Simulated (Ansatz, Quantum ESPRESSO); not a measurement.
# NaBe3 (Fm-3m): zone-centre phonons, part 3 of 3

Aim: the zone-centre modes of NaBe3 (Fm-3m).

Quantum ESPRESSO 7.5; DFT LDA, scalar-relativistic, plane waves, PseudoDojo norm-conserving pseudopotentials.

So far, lowest optical zone-centre mode (cm⁻¹): step 6 (zone-centre analysis) 172; step 7 (without ASR) 173; step 8 (ASR crystal) 173.

The structure was built from a prototype and need not be the compound's stable phase.

## Step 9: Cross-check with Ansatz

A second program on the same cell, potentials, cutoff and meshes tests the implementation of the phonon response, not its convergence. Its k mesh is centred on Γ.

This step: DFT LDA, scalar-relativistic, plane waves, PseudoDojo norm-conserving pseudopotentials (Ansatz 0.2.0).

Input file input.yaml:

```yaml
crystal:
  lattice:
    - [-2.8257111205, 0.0, 2.8257111205]
    - [0.0, 2.8257111205, 2.8257111205]
    - [-2.8257111205, 2.8257111205, 0.0]
  atoms:
    - { symbol: Na, position: [0.0, 0.0, 0.0] }
    - { symbol: Be, position: [0.5, 0.5, 0.5] }
    - { symbol: Be, position: [0.75, 0.75, 0.75] }
    - { symbol: Be, position: [0.25, 0.25, 0.25] }
kpoints:
  mp_grid: { grid: [8, 8, 8] }
hamiltonian:
  xc: lda
  pseudopotentials: { kind: nc, accuracy: standard }
scf:
  occupations: { method: cold, width: 0.27211 }
output:
  eigenvalues: true
basis:
  ecutwfc: 1197.301
phonons:
  method: dfpt
```

On the command line:

```sh
$ ansatz run input.yaml --threads 4 --pin off --max-ram 8192MiB --backend cpu --events-out ev --progress --plain --runs-dir out
```

Log:

```text
zone centre: on kpoints.mp_grid the ground state, and the responses unless they are solved on pairs of k-points, stand on 59 of the mesh's 512 k-points, reduced under 8 symmetry operations, with k and −k counted as one. Each operation leaves every solved displacement unchanged or reverses it
Engine: ansatz 0.2.0, aarch64-unknown-linux-gnu
Pseudopotentials: kind: nc
Pseudopotential: Na, nc, valence charge 9, recommended cutoff 1197.300995 eV (normal), Na.nc.azcp (PseudoDojo's, or run here from an input of PseudoDojo's; its table is named by hamiltonian.pseudopotentials.accuracy)
Pseudopotential: Be, nc, valence charge 4, recommended cutoff 1197.300995 eV (normal), Be.nc.azcp (PseudoDojo's, or run here from an input of PseudoDojo's; its table is named by hamiltonian.pseudopotentials.accuracy)
Functional definition: SPW92
  exchange = slater_x
  correlation = pw_c
Crystal: 4 atoms, lattice volume = 45.125 Å³
Basis set: ecut = 1197.301 eV, 4279 PW (Γ), exchange–correlation on 96×96×96 points (8 copies of the dense FFT grid, shifted against one another)
Bands: 15, of which v1, the nominal top of the filled ones, is band 11 counted from 1 (10 counted from 0)
Symmetry: 48 space group operations
k-points: 59 of 512 (irreducible under 8 space group operations, time reversal used)
Non-local potential: Na, projectors of the file, l = 0: 2, l = 1: 2
Non-local potential: Be, projectors of the file, l = 0: 2, l = 1: 2
Initial density: superposition of atomic densities (chi_scale 0.1, normalization cell, long waves kept (reshape's long-wave potential 0.00 eV rms))
Initial wavefunctions: pseudopotential atomic-orbital guess
Functional: x = slater, c = lda
SCF iter   1: F=—  HF=-2367.290355 eV  |F-HF|=—  |Δ(HF+E_count)|=         —  Δρ=3.60e-2  dr2=2.08e-1  ethr=3.10e-3  ⟨swp⟩=6.3  Hψ=5138  notcnv=0
preconditioner: auto → Kerker (q_TF=auto, 2.402 Å⁻¹)  [metal: Δε(μ)=0.057 eV  Ē_g=7.421 eV  σ=0.272 eV  W_gap=0.15  n_scr=14 (ndim 8)  ℏωp=14.6 eV  f_vac=0.000  D(μ)=0.85/eV (n_scr^D=0)]
SCF iter   2: F=—  HF=-2367.244593 eV  |F-HF|=—  |Δ(HF+E_count)|=   4.58e-2  S|Δr|=    0.00e0  Δρ=1.82e-2  dr2=7.78e-2  ethr=9.93e-4  ⟨swp⟩=1.0  Hψ=1357  notcnv=0
SCF iter   3: F=—  HF=-2367.221010 eV  |F-HF|=—  |Δ(HF+E_count)|=   2.36e-2  S|Δr|=    0.00e0  Δρ=2.47e-3  dr2=4.15e-3  ethr=3.71e-4  ⟨swp⟩=2.5  Hψ=1069  notcnv=0
SCF iter   4: F=—  HF=-2367.219465 eV  |F-HF|=—  |Δ(HF+E_count)|=   1.55e-3  S|Δr|=    0.00e0  Δρ=6.44e-4  dr2=3.02e-4  ethr=1.98e-5  ⟨swp⟩=2.0  Hψ=1052  notcnv=0
SCF iter   5: F=—  HF=-2367.219295 eV  |F-HF|=—  |Δ(HF+E_count)|=   1.70e-4  S|Δr|=    0.00e0  Δρ=1.95e-4  dr2=9.74e-6  ethr=1.44e-6  ⟨swp⟩=2.1  Hψ=1255  notcnv=0
SCF iter   6: F=—  HF=-2367.219299 eV  |F-HF|=—  |Δ(HF+E_count)|=   4.62e-6  S|Δr|=    0.00e0  Δρ=2.06e-5  dr2=5.48e-8  ethr=4.64e-8  ⟨swp⟩=2.0  Hψ=1088  notcnv=0
SCF iter   7: F=—  HF=-2367.219225 eV  |F-HF|=—  |Δ(HF+E_count)|=   7.43e-5  S|Δr|=    0.00e0  Δρ=2.65e-6  dr2=2.66e-9  ethr=2.61e-10  ⟨swp⟩=2.2  Hψ=1307  notcnv=0
SCF iter   8: F=—  HF=-2367.219225 eV  |F-HF|=—  |Δ(HF+E_count)|=  6.11e-10  S|Δr|=    0.00e0  Δρ=5.21e-7  dr2=4.91e-11  ethr=1.26e-11  ⟨swp⟩=2.0  Hψ=1090  notcnv=0
SCF iter   9: F=-2367.219225 eV  HF=-2367.219225 eV  |F-HF|=4.55e-13  |Δ(HF+E_count)|=  6.37e-12  S|Δr|=    0.00e0  Δρ=5.31e-8  dr2=6.17e-13  ethr=1.00e-12  ⟨swp⟩=6.4  Hψ=3636  notcnv=0
SCF 1 converged in 9 iterations: F = -2367.219225 eV  dr2 = 6.17e-13
DFPT response loops at Γ: preconditioner auto → Kerker (q_TF=auto, 2.402 Å⁻¹) (partly filled bands, converged f_vac=0.000); β = 1.00, the filter's whole step (`scf.mixing.beta` (0.50) is not read by the response loops under this deck's `scf.mixing.preconditioner`; to damp them name `kerker` or `kerker_dos`, under which they read `scf.mixing.beta`, and type it under 1.00, their step now; both keys bind the ground state too); Broyden in place of MSR1
SCF converged after 9 iterations
Stability not checked: this state was not tested for a lower state beside it, because cold or Methfessel-Paxton smearing, or corrected tetrahedra, fill the levels in a way that the test cannot read (fill_not_monotonic; see scf.lower_state_search)
Free energy (F): -2367.219225 eV
Harris-Foulkes:  -2367.219225 eV  (|F-HF|=4.55e-13)
Internal energy: -2367.229623 eV  (E = F + TS)
E sigma→0 (E₀):  -2367.222691 eV
Entropy (-TS):   0.010398 eV (2.599 meV/atom)
Fermi energy:    5.853818 eV
--- Per-component energies (eV) ---
  E_band       = -730.216581
  E_kinetic    = 1457.923121
  E_local      = -1903.749165  (includes V_loc(G=0)·N_el)
  E_nonlocal   = -1083.712468
  E_hartree    = 642.517313
  E_xc         = -369.826573
  E_vxc        = -485.712693  (∫ρ·V_xc dr)
  E_ewald      = -1110.381851
  E_smearing   = 0.010398  (= −TS)
  E_closure    = -0.000000  (closes the sum)
  Σ components = -2367.219225   (vs F -2367.219225, Δ=0.00e0)
--- Band table (eV; the first three rows and the last of 59) ---
  k-point 0: bands = [... 7 lower, -2.0418, 7.4402, 7.4402, 7.4402, 8.8533, 8.8533, 8.8533, 12.0725]
  k-point 1: bands = [... 7 lower, -1.8540, 6.0532, 7.1492, 7.1492, 9.1226, 9.1226, 9.7283, 12.3665]
  k-point 2: bands = [... 7 lower, -1.2971, 4.1483, 6.7397, 6.7397, 9.1340, 9.1340, 10.2528, 12.3777]
  k-point 58: bands = [... 7 lower, 1.6862, 1.8184, 4.3382, 4.3382, 6.4412, 9.4003, 13.8893, 13.8893]
--- Phonons (Γ-DFPT): 3 representative perturbations + reference, on 59 of 512 k-points (Σ response iterations 11) ---
  k mesh reduced under 8 symmetry operations, with k and −k counted as one. Each operation leaves every solved displacement unchanged or reverses it
  ASR residual: 3.248e-5 → 0.000e0 eV/Å²; symmetrization residual: 5.869e-6 eV/Å²
  ASR residual per site (eV/Å²): 3.25e-5 2.76e-5 1.20e-5 1.20e-5
  Γ frequencies (cm⁻¹): 0.00 0.00 0.00 172.55 172.55 172.55 355.23 355.23 355.23 443.57 443.57 443.57
  non-analytic LO–TO correction: not included (Born effective charges unavailable; polar crystals: no LO–TO splitting at Γ)
```

It took 15 s on 4 threads of Arm Neoverse V1, shared host; peak memory 0.71 GiB.

This step gave:

- sum-rule residual before enforcement: 3.25e-5 eV/Å²
- highest optical zone-centre mode (no LO-TO term): 443.6 cm⁻¹
- lowest optical zone-centre mode: 172.6 cm⁻¹

## Step 10: The two compared: QE PseudoDojo and Ansatz, PseudoDojo

Numbers from this step:

| Item | Value |
| --- | --- |
| root-mean-square difference | 0.05 cm⁻¹ |
| largest difference | 0.08 cm⁻¹ |

Frequencies side by side, by row:

```csv
q (reciprocal lattice),mode,QE PseudoDojo (cm⁻¹),"Ansatz, PseudoDojo (cm⁻¹)"
0 0 0,1,0,0
0 0 0,2,0,0
0 0 0,3,0,0
0 0 0,4,172.5,172.6
0 0 0,5,172.5,172.6
0 0 0,6,172.5,172.6
0 0 0,7,355.2,355.2
0 0 0,8,355.2,355.2
0 0 0,9,355.2,355.2
0 0 0,10,443.6,443.6
0 0 0,11,443.6,443.6
0 0 0,12,443.6,443.6
```

At the zone centre the largest difference (acoustic modes at Γ apart) is 0.02 % of the highest mode.

## Step 11: Results

* space group after relaxation: Fm-3m
* volume per atom: 11.3 Å³
* highest optical zone-centre mode (no LO-TO term): 443.6 cm⁻¹
* lowest optical zone-centre mode: 172.5 cm⁻¹
* imaginary optical modes at the zone centre (no q mesh in this session): none
* largest difference from Ansatz, PseudoDojo: 0.08 cm⁻¹

At the LDA level the optical modes of NaBe3 (Fm-3m) at the zone centre run from 172 to 444 cm⁻¹. Of the 9 optical modes, 3 are Raman active alone and 6 are infrared active alone; inversion symmetry keeps the two sets apart. QE PseudoDojo and Ansatz, PseudoDojo agree to 0.08 cm⁻¹ (0.02 % of the highest mode compared) on all solved modes but the acoustic ones at Γ, without the LO-TO term. These are harmonic frequencies at zero temperature: anharmonic shifts and linewidths and thermal expansion are left out. In a metal the frequencies hang on the k mesh and the smearing, most of all near Kohn anomalies. The runs are without spin polarisation, although the cell has an odd electron count or an open d or f shell, so a magnetic state was not tested. The structure is a hypothetical one, built on a prototype.

[Host names and launcher messages were left out of these logs when they were recorded.]

[Logs are printed without paths, hosts, clocks, repeated set-up lines and the standing remarks that a program may print on its own settings, such as how far it seeks lower states.]

[Hosts, paths, dates, database ids (printed as entryN), source tags and the programs' standing remarks are cut or masked in the printed files.]
